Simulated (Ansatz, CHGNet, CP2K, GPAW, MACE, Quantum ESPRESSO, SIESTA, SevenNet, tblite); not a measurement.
**GPAW runs on C(111) slab, H on the bottom face (99 atoms)**

Wanted: GPAW inputs and outputs for C(111) slab, H on the bottom face (99 atoms), checked against a plane-wave reference.

Method: the method is named at each step, in GPAW 26.7.0.

**1. The starting structure**

The cell holds 99 atoms: 90 C and 9 H. Its edges and angles: a = 7.567 Å, b = 7.567 Å, c = 21.842 Å, α = 90.0°, β = 90.0°, γ = 120.0°. It derives from C (diamond-structure). Diamond-structure C (a = 3.567 Å), (111) slab of 10 atomic planes, 3 x 3 surface cells, H on the broken bonds of the bottom face, 12 Å of vacuum; displaced by a Gaussian of 0.02 Å. Then every atom was moved at random, 0.03 Å r.m.s. a Cartesian component (hydrogen 0.6 of that). Regions: slab, 90 atoms (90 C); hydrogen, 9 atoms (9 H). Vacuum lies along c.

The yardstick, on the same geometry:

* method: Kohn-Sham DFT, PBE, PAW, plane waves (Ansatz 0.2.0); cutoff 420 eV, Γ point, fermi-dirac smearing of 0.05 eV; PAW set soft_2
* r.m.s. force component: 1.862 eV/Å
* longest force: 6.641 eV/Å
* SCF cycles: 25
* time: 14 s on 4 threads of Intel Xeon 6975P-C (Granite Rapids), shared host
* CPU time: 47 s

**2. PBE, LCAO dzp, h 0.2 Å**

Method: Kohn-Sham DFT, PBE, PAW, atomic orbitals (dzp).

run.py

```python
import numpy as np
from ase.io import read
from gpaw import GPAW, FermiDirac
from ase.parallel import parprint as print

atoms = read("structure.xyz")
atoms.calc = GPAW(
    mode="lcao",
    basis="dzp",
    h=0.2,
    xc="PBE",
    kpts={"size": (1, 1, 1), "gamma": True},
    occupations=FermiDirac(0.05),
    maxiter=200,
    symmetry={"point_group": False},
    txt="gpaw.txt",
)
energy = atoms.get_potential_energy(force_consistent=True)
forces = atoms.get_forces()
print(f"energy {energy:.6f} eV")
print("forces (eV/A)")
for i, (a, f) in enumerate(zip(atoms, forces)):
    print(f"{i:4d} {a.symbol:2s} {f[0]:10.5f} {f[1]:10.5f} {f[2]:10.5f}")
print(f"Fermi level {atoms.calc.get_fermi_level():.4f} eV")
for k in range(len(atoms.calc.get_ibz_k_points())):
    for s in range(atoms.calc.get_number_of_spins()):
        e = atoms.calc.get_eigenvalues(kpt=k, spin=s)
        n = np.searchsorted(e, atoms.calc.get_fermi_level())
        print(f"k {k} spin {s} levels about the Fermi level:", np.round(e[max(n - 6, 0):n], 4).tolist(), "|", np.round(e[n:n + 6], 4).tolist())
```

structure.xyz

```xyz
99
Lattice="7.56675 0.00000 0.00000 -3.78337 6.55300 0.00000 0.00000 0.00000 21.84249" Properties=species:S:1:pos:R:3 pbc="T T T"
C -0.00525 5.85910 7.59813
C -1.28475 6.55195 7.10449
C -1.21559 5.08146 9.61834
C 0.02800 5.81579 9.17472
C 2.54050 0.00806 11.73095
C -1.21170 5.14417 11.21022
C 0.05645 5.88302 13.75596
C 2.49952 0.03250 13.30950
C -1.22153 5.10118 15.81986
C 0.01529 5.86244 15.36532
C 1.26762 3.63187 7.61779
C 0.03012 4.38645 7.09226
C -0.00601 2.89387 9.73651
C 1.29093 3.62479 9.15615
C 0.00352 4.40001 11.75585
C 0.03019 2.86917 11.22486
C 1.26656 3.63357 13.81734
C -0.04941 4.35971 13.19046
C -0.00427 2.94472 15.79496
C 1.23486 3.62256 15.27598
C 2.54478 5.82011 7.58612
C 5.01501 0.00931 7.15123
C 1.24587 5.09705 9.68780
C 2.50146 5.78650 9.16052
C 5.00321 0.06134 11.79079
C 1.18061 5.09397 11.18445
C 2.48334 5.83649 13.79004
C 1.32952 6.53550 13.24354
C 1.28230 5.11167 15.80282
C 2.57716 5.69928 15.29673
C 2.54020 1.44068 7.59616
C 1.23936 2.22527 7.06932
C 1.22918 0.76559 9.55915
C 2.49082 1.43576 9.13147
C 1.26963 2.21413 11.68792
C 1.31563 0.74101 11.26111
C 2.52873 1.47285 13.73347
C 1.25813 2.15699 13.34401
C 1.24844 0.76775 15.85131
C 2.52881 1.39028 15.32600
C 3.81164 3.66555 7.63242
C 2.50524 4.36358 7.10318
C 2.49991 2.88778 9.65569
C 3.75845 3.62532 9.15397
C 2.50429 4.33363 11.69294
C 2.50921 2.95108 11.21000
C 3.75720 3.69576 13.75400
C 2.62468 4.40781 13.31059
C 2.53857 2.90901 15.83340
C 3.76866 3.60579 15.25589
C -2.51518 5.82286 7.55750
C 0.03488 0.00577 7.11934
C 3.74948 5.08513 9.66530
C -2.53342 5.85838 9.17210
C 3.78966 6.52810 11.73379
C 3.73832 5.09804 11.22114
[... 39 atom lines left out ...]
H 0.01006 0.01782 6.00668
H 3.80222 2.19276 5.99096
H 5.02762 4.34484 6.04491
H -1.22736 2.17055 6.03726
```

The run is started by

```sh
OMP_NUM_THREADS=1 mpirun -np 2 gpaw python run.py > output.txt
```

Log:

```text
energy -786.860817 eV
forces (eV/A)
   0 C     0.00766   -1.66962   -0.00007
   1 C     1.34369    0.38810    1.40706
   2 C    -1.60213    1.86657    1.90372
   3 C    -0.93575    0.74922   -1.74250
   4 C     0.79766   -0.03096    0.05033
   5 C    -2.70217   -2.11876   -0.31190
   6 C    -2.37225   -2.23834   -0.57570
   7 C     1.74993   -1.00289   -0.87254
   8 C    -1.69553    0.33481   -3.46568
   9 C     1.16313   -2.77544    2.87320
  10 C    -0.38542    0.97546   -1.07375
  11 C    -1.05909   -0.24493    0.13449
  12 C     0.56244    1.50355   -3.30268
  13 C    -2.01572    0.34065    0.80556
  14 C    -1.02272   -1.72155   -3.20854
  15 C    -1.68818    2.16658    0.88670
  16 C     0.31846    0.12994   -3.27350
  17 C     3.23543    1.65670    4.94513
  18 C     0.47872   -1.08211   -3.05167
  19 C     0.78510    0.77312    6.11687
  20 C    -1.54380    0.04109    0.56846
  21 C     1.80053    0.63923   -2.01387
  22 C     0.46306   -0.68822   -1.36222
  23 C     0.73806    1.57799   -0.28671
[...]
91 H     0.33643    0.33310    0.46473
  92 H    -0.21579    0.18618    0.83708
  93 H    -0.09168    0.19084   -2.38420
  94 H    -0.00697   -0.09954   -0.29173
  95 H    -0.03771    0.12320   -0.33705
  96 H     0.03404    0.22394   -0.73990
  97 H    -0.19714    0.00365   -1.83962
  98 H    -0.03548   -0.15024   -2.78482
Fermi level 4.1775 eV
k 0 spin 0 levels about the Fermi level: [3.677, 4.0569, 4.1114, 4.1347, 4.1525, 4.16] | [4.1792, 4.2366, 4.2635, 4.4773, 7.474, 7.5541]
```

gpaw.txt:

```text
Input parameters:
  mode=LCAO(),
  basis={'default': 'dzp'},
  h=0.2,
  kpts=MonkhorstPack(size=(1, 1, 1), gamma=True),
  maxiter=200,
  occupations=Occupations(name='fermi-dirac', width=0.05, fixmagmom=False),
  symmetry=Symmetry(point_group=False),
  xc=XC(name='PBE')
Unit cell  # Å
| periodic |         x |        y |         z |   lengths |     angles |
|----------|-----------|----------|-----------|-----------|------------|
|      yes |  7.566750 | 0.000000 |  0.000000 |  7.566750 |  90.000000 |
|      yes | -3.783370 | 6.553000 |  0.000000 |  7.566749 |  90.000000 |
|      yes |  0.000000 | 0.000000 | 21.842490 | 21.842490 | 119.999959 |
Number of symmetries: 1
Symmetry operations  # r_c * U_cc + t_c -> r_c
|   | kind |            matrix            |
|---|------|------------------------------|
| 0 |  E   |  1, 0, 0,  0, 1, 0,  0, 0, 1 |
BZ-sampling:
  Number of BZ points: 1
  Number of IBZ points: 1
  Monkhorst-Pack size: [1, 1, 1]
  Monkhorst-Pack shift: [0, 0, 0]
[... lines left out ...]
      Number of RI-basis functions 0
Reference energy: -92598.941853  # eV
eigensolver:
density mixing:
  MSR1-Mixer
occupation numbers:
  Fermi-Dirac:
    width: 0.0500  # eV
FastPoissonSolver using
    Stencil: 8*3+1=25 point O(h^6) finite-difference Laplacian
xc functional:
  name: PBE with 2 nearest neighbor stencil
interpolation: tri-quintic # 5. degree polynomial
Initialization done in: 4.932 s
convergence criteria:
- Maximum [total energy] change in last 3 cyles: 0.0005 eV / valence electron
- Maximum integral of absolute [dens]ity change: 0.0001 electrons / valence electron
- Maximum integral of absolute [eigenst]ate change: 4e-08 eV^2 / valence electron
maximum number of iterations: 200
SCF iterations
|iter     |      energy | eigst |  dens |
|---------|-------------|-------|-------|
|iter:   1| -799.034848 |      c|       |
|iter:   2| -796.814769 |      c| -0.87 |
|iter:   3| -817.809738 |      c| -0.91 |
|iter:   4| -816.281153 |      c| -0.99 |
[...]
|iter:  10| -786.931565 |      c| -1.71 |
|iter:  11| -786.817596 |      c| -1.99 |
|iter:  12| -786.789257c|      c| -2.10 |
|iter:  13| -786.756973c|      c| -2.16 |
|iter:  14| -786.719394c|      c| -2.12 |
[...]
|iter:  28| -786.639290c|      c| -3.92 |
|iter:  29| -786.639285c|      c| -3.94 |
|iter:  30| -786.639294c|      c| -4.07c|
Converged in 30 steps
SCF loop duration: 166.646 s (5.555 s/step)
Energy contributions relative to reference atoms: (reference = -92598.941853)
Energy contributions:
  Kinetic:         697.543579
  Coulomb:        -647.070845
  Zero:             19.376886
  External:          0.000000
  Xc:             -856.267392
  Entropy:          -0.443045
  Spinorbit:         0.000000
  ----------------------------
  Free energy:    -786.860817
  Extrapolated:   -786.639294
dipole moment: (-31.043905, -35.697422, -1.832898)  # |e|*Ang
Fermi level: 4.178
Eigenvalues  # (at kpt = [0.000, 0.000, 0.000])
| band index |      eig [eV] | occ [0-2] |
|------------|---------------|-----------|
|          0 |       -18.093 |     2.000 |
|        ... |               |           |
|        177 |         2.693 |     2.000 |
|        178 |         3.365 |     2.000 |
[...]
|        192 |         7.668 |     0.000 |
|        ... |               |           |
|        225 |        10.729 |     0.000 |
Gap: 0.019 eV
Transition (v -> c):
  (s=0, k=0, n=184, [0.00, 0.00, 0.00]) -> (s=0, k=0, n=185, [0.00, 0.00, 0.00])
No difference between direct/indirect transitions
Force computation time: 12.919  # s
```

Elapsed: 3.1 min, on 2 MPI ranks of Intel Xeon 6975P-C (Granite Rapids), shared host; peak memory 1.1 GiB; 6.2 min of CPU time.

Banners, paths, timers and routine set-up lines are dropped from the logs unmarked, and long logs keep their key lines alone; longer cuts are marked.

Numbers from this run, and their distance from the reference:

```yaml
r_m_s_force_component: 1.926 eV/Å
r_m_s_difference_of_force_components: 143.1 meV/Å
longest_difference_of_force_vectors: 613 meV/Å
force_difference_over_r_m_s_force: 7.685 %
slope_of_forces_against_the_reference_s: 1.032
correlation_of_force_components: 0.9977
```

Length of the force difference by element (eV/Å):

| element | atoms | mean | most |
| --- | --- | --- | --- |
| C | 90 | 0.19 | 0.44 |
| H | 9 | 0.46 | 0.61 |

The surroundings of C33, picked at random, nearest first, numbered as they follow in the input and with coordinates relative to it.

| atom | x | y | z | distance (Å) | bonds | Fx | Fy | Fz (eV/Å) |
| --- | --- | --- | --- | --- | --- | --- | --- | --- |
| C33 | 0.00 | 0.00 | 0.00 | 0.00 | 4 | 1.17 | -1.35 | 3.76 |
| C34 | 1.26 | 0.67 | -0.43 | 1.49 | 4 | 1.58 | 0.65 | 0.29 |
| C84 | -1.21 | 0.76 | -0.44 | 1.50 | 4 | -1.58 | -2.78 | 1.23 |
| C54 | 0.02 | -1.46 | -0.39 | 1.51 | 4 | 0.14 | -1.63 | -1.79 |
| C36 | 0.09 | -0.02 | 1.70 | 1.70 | 4 | -1.90 | -0.02 | -2.37 |
| C81 | -1.21 | 0.69 | -1.94 | 2.39 | 4 | -0.30 | 1.35 | -2.19 |
| C31 | 1.31 | 0.68 | -1.96 | 2.46 | 4 | -0.91 | 1.93 | -1.15 |
| C13 | -1.24 | 2.13 | 0.18 | 2.47 | 4 | 0.56 | 1.50 | -3.30 |
| C43 | 1.27 | 2.12 | 0.10 | 2.48 | 4 | 1.09 | 0.44 | -0.13 |

Atoms are counted from 1 here, from 0 in the log.

Forces lie 7.7 % from the reference's, at 8.0 times its CPU time (on 2 against 4 cores).

**3. PBE, plane waves 550 eV**

Method: Kohn-Sham DFT, PBE, PAW, plane waves.

Changes to run.py since step 2:

```diff
@@ -2,3 +2,3 @@
 from ase.io import read
-from gpaw import GPAW, FermiDirac
+from gpaw import GPAW, FermiDirac, PW
 from ase.parallel import parprint as print
@@ -7,5 +7,3 @@
 atoms.calc = GPAW(
-    mode="lcao",
-    basis="dzp",
-    h=0.2,
+    mode=PW(550),
     xc="PBE",
@@ -15,2 +13,3 @@
     symmetry={"point_group": False},
+    nbands=222,
     txt="gpaw.txt",
```

structure.xyz is that of step 2.

Log:

```text
energy -810.333670 eV
forces (eV/A)
   0 C     0.08164   -1.60103   -0.07120
   1 C     1.28990    0.40330    1.13519
   2 C    -1.50061    1.81432    1.83724
   3 C    -0.95381    0.70050   -1.67288
   4 C     0.74185   -0.04457   -0.03147
   5 C    -2.59337   -2.01254   -0.25521
   6 C    -2.31560   -2.12203   -0.60554
   7 C     1.69299   -0.94042   -0.79139
   8 C    -1.58141    0.29671   -3.61786
   9 C     1.12020   -2.57648    3.13735
  10 C    -0.34610    0.92431   -1.10230
  11 C    -1.04220   -0.26802   -0.03179
[...]
94 H     0.00060   -0.08051    0.07759
  95 H    -0.02283    0.12248    0.04272
  96 H     0.02734    0.23069   -0.33749
  97 H    -0.18379    0.02537   -1.38570
  98 H    -0.04312   -0.14107   -2.22517
Fermi level 4.0511 eV
k 0 spin 0 levels about the Fermi level: [3.5849, 3.9362, 3.9872, 4.0102, 4.0258, 4.0319] | [4.0524, 4.1085, 4.136, 4.2918, 6.1057, 7.3663]
```

gpaw.txt:

```text
Input parameters:
  mode=PW(ecut=550.0),
  kpts=MonkhorstPack(size=(1, 1, 1), gamma=True),
  maxiter=200,
  nbands=222,
  occupations=Occupations(name='fermi-dirac', width=0.05, fixmagmom=False),
  symmetry=Symmetry(point_group=False),
  xc=XC(name='PBE')
[... lines left out ...]
  Converge bands: occupied
[... lines left out ...]
  Fermi-Dirac:
[... lines left out ...]
convergence criteria:
- Maximum [total energy] change in last 3 cyles: 0.0005 eV / valence electron
[... lines left out ...]
Converged in 36 steps
[... lines left out ...]
  Free energy:    -810.333670
[... lines left out ...]
dipole moment: (-30.677678, -35.816786, -1.954485)  # |e|*Ang
Fermi level: 4.051
Eigenvalues  # (at kpt = [0.000, 0.000, 0.000])
| band index |      eig [eV] | occ [0-2] |
|------------|---------------|-----------|
|          0 |       -18.152 |     2.000 |
|        ... |               |           |
|        177 |         2.626 |     2.000 |
|        178 |         3.284 |     2.000 |
[...]
|        192 |         7.480 |     0.000 |
|        ... |               |           |
|        221 |        10.072 |     0.000 |
Gap: 0.021 eV
Transition (v -> c):
  (s=0, k=0, n=184, [0.00, 0.00, 0.00]) -> (s=0, k=0, n=185, [0.00, 0.00, 0.00])
No difference between direct/indirect transitions
Force computation time: 7.260  # s
```

It took 4.8 min on 2 MPI ranks; peak memory 1.5 GiB.

Against the reference:

```yaml
r_m_s_force_component: 1.868 eV/Å
r_m_s_difference_of_force_components: 13.25 meV/Å
longest_difference_of_force_vectors: 68.04 meV/Å
force_difference_over_r_m_s_force: 0.7115 %
slope_of_forces_against_the_reference_s: 1.003
correlation_of_force_components: 1
```

Against the first run (7.7 %), the force difference from the reference is 0.71 %, at 1.5 times the CPU time.

The difference per atom is largest on H (0.042 eV/Å on average, against 0.015 on C).

**4. Side by side**

Differences are against the plane-wave reference, forces as r.m.s. over components; share is that over the reference's r.m.s. force, slope the least-squares factor from reference forces to these. Total energies of different programs have different zeros and aren't compared.

| run | Δ force, r.m.s. (meV/Å) | share (%) | slope | cores | CPU time | memory (GiB) |
| --- | --- | --- | --- | --- | --- | --- |
| reference | - | - | - | 4 | 47 s | 1.3 |
| GPAW PBE, LCAO dzp, h 0.2 Å | 143 | 7.68 | 1.032 | 2 | 6.2 min | 1.1 |
| GPAW PBE, plane waves 550 eV | 13.2 | 0.712 | 1.003 | 2 | 9.6 min | 1.5 |

CPU time is summed over cores on a shared host, where runs went side by side, so it is rough. Symmetry, cutoffs, thresholds, outputs and thread counts weren't matched or tuned between programs; memory under MPI is the largest rank's times the ranks.

A second geometry, displaced anew (every atom was moved at random, 0.04 Å r.m.s. a Cartesian component (hydrogen 0.6 of that)), gives an energy difference that all programs can be tested on. The reference puts it at 41.79 meV/atom.

| run | energy less the first geometry's (meV/atom) | error (meV/atom) | force share at the second geometry (%) |
| --- | --- | --- | --- |
| GPAW PBE, LCAO dzp, h 0.2 Å | 42.69 | 0.900 | 7.31 |
| GPAW PBE, plane waves 550 eV | 41.87 | 0.0825 | 0.712 |

**5. What came out**

| Item | Value |
| --- | --- |
| nearest in forces | GPAW PBE, plane waves 550 eV, 0.71 % |
| its CPU time | 9.6 min |

PBE on plane waves or a grid with other potentials, cutoffs or grids differs from the reference by 0.71 % (GPAW PBE, plane waves 550 eV) of the r.m.s. force; this holds the reference's own error, so differences of a few per cent don't tell which side is nearer the exact PBE result. The PBE run in local orbitals differs by 7.7 % (GPAW PBE, LCAO dzp, h 0.2 Å); basis, grid and potentials can all enter. None of the electronic-structure runs in the table takes under half the reference's CPU time of 47 s; they take 8.0 to 12 times as much. The energy difference between the two geometries, 41.8 meV/atom in the reference, is met best by GPAW PBE, plane waves 550 eV (+0.0825) and worst by GPAW PBE, LCAO dzp, h 0.2 Å (+0.9). The electron count is odd in these runs, and they have no spin polarisation, so the unpaired electron is spread evenly over both spins. The runs have no spin polarisation, so any moments at edges, vacancies or dangling bonds can't form. The electron count is odd and the run has no spin polarisation, so levels at the top are partly filled by construction. The electronic-structure runs sample only Γ, in a cell whose shortest periodic width is 7 Å, which is coarse for a cell with partly filled levels.

[Also dropped from logs without a mark: logging warnings of Python, and SIESTA's first energy breakdown and zero terms.]

[Logs are printed without paths, hosts, clocks, repeated set-up lines and the standing remarks that a program may print on its own settings, such as how far it seeks lower states.]

[Hosts, paths, dates, database ids (printed as entryN), source tags and the programs' standing remarks are cut or masked in the printed files.]
